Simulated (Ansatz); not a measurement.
# A thicker film of AgCl (001) from two thinner ones

In a field along its normal an insulating film takes a dipole p. Written as a length, p/(ε₀AE), it should grow by 1 − 1/ε for each ångström added.

How it was computed: Ansatz 0.2.0, plane waves with PAW datasets (its set soft_2), PBE; rocksalt films relaxed at a bulk in-plane lattice constant near the measured one, then held in weak fields of both signs with a dipole correction (A is the cell's area, E the outer field).

```tsv
run	distance between the outer atoms (Å)	p/(ε₀AE) (Å)
3 units	5.805	6.803
5 units	11.525	11.321
8 units	20.081	?
```

**Question.** What value belongs in the row marked “?”, and how far can the other rows tell?

Two rows fix a line: slope = (11.321 − 6.803) / (11.525 − 5.805) = 0.7899, intercept 2.2175. That slope means ε = 1/(1 − 0.7899) = 4.76. At 20.081 it gives 0.7899 × 20.081 + 2.2175 = 18.079 Å, beyond the rows fitted. Rounding of the rows alone allows about ±0.004 Å there; two rows can't show whether the line holds.

The run itself gives 18.110 Å: a miss of +0.031 Å, or 0.2 % of the value. The length is met to within 1 %, though ε is more sensitive than the length: the two thickest films give ε = 4.84.

**Limits.** This is the electronic response alone. A unit is one step of the cut along the normal (a plane, a pair of planes or a cell), and the layers relax along it, away from their bulk spacing where the functional's lattice constant differs from the one held.

[Logs are printed without paths, hosts, clocks, repeated set-up lines and the standing remarks that a program may print on its own settings, such as how far it seeks lower states.]
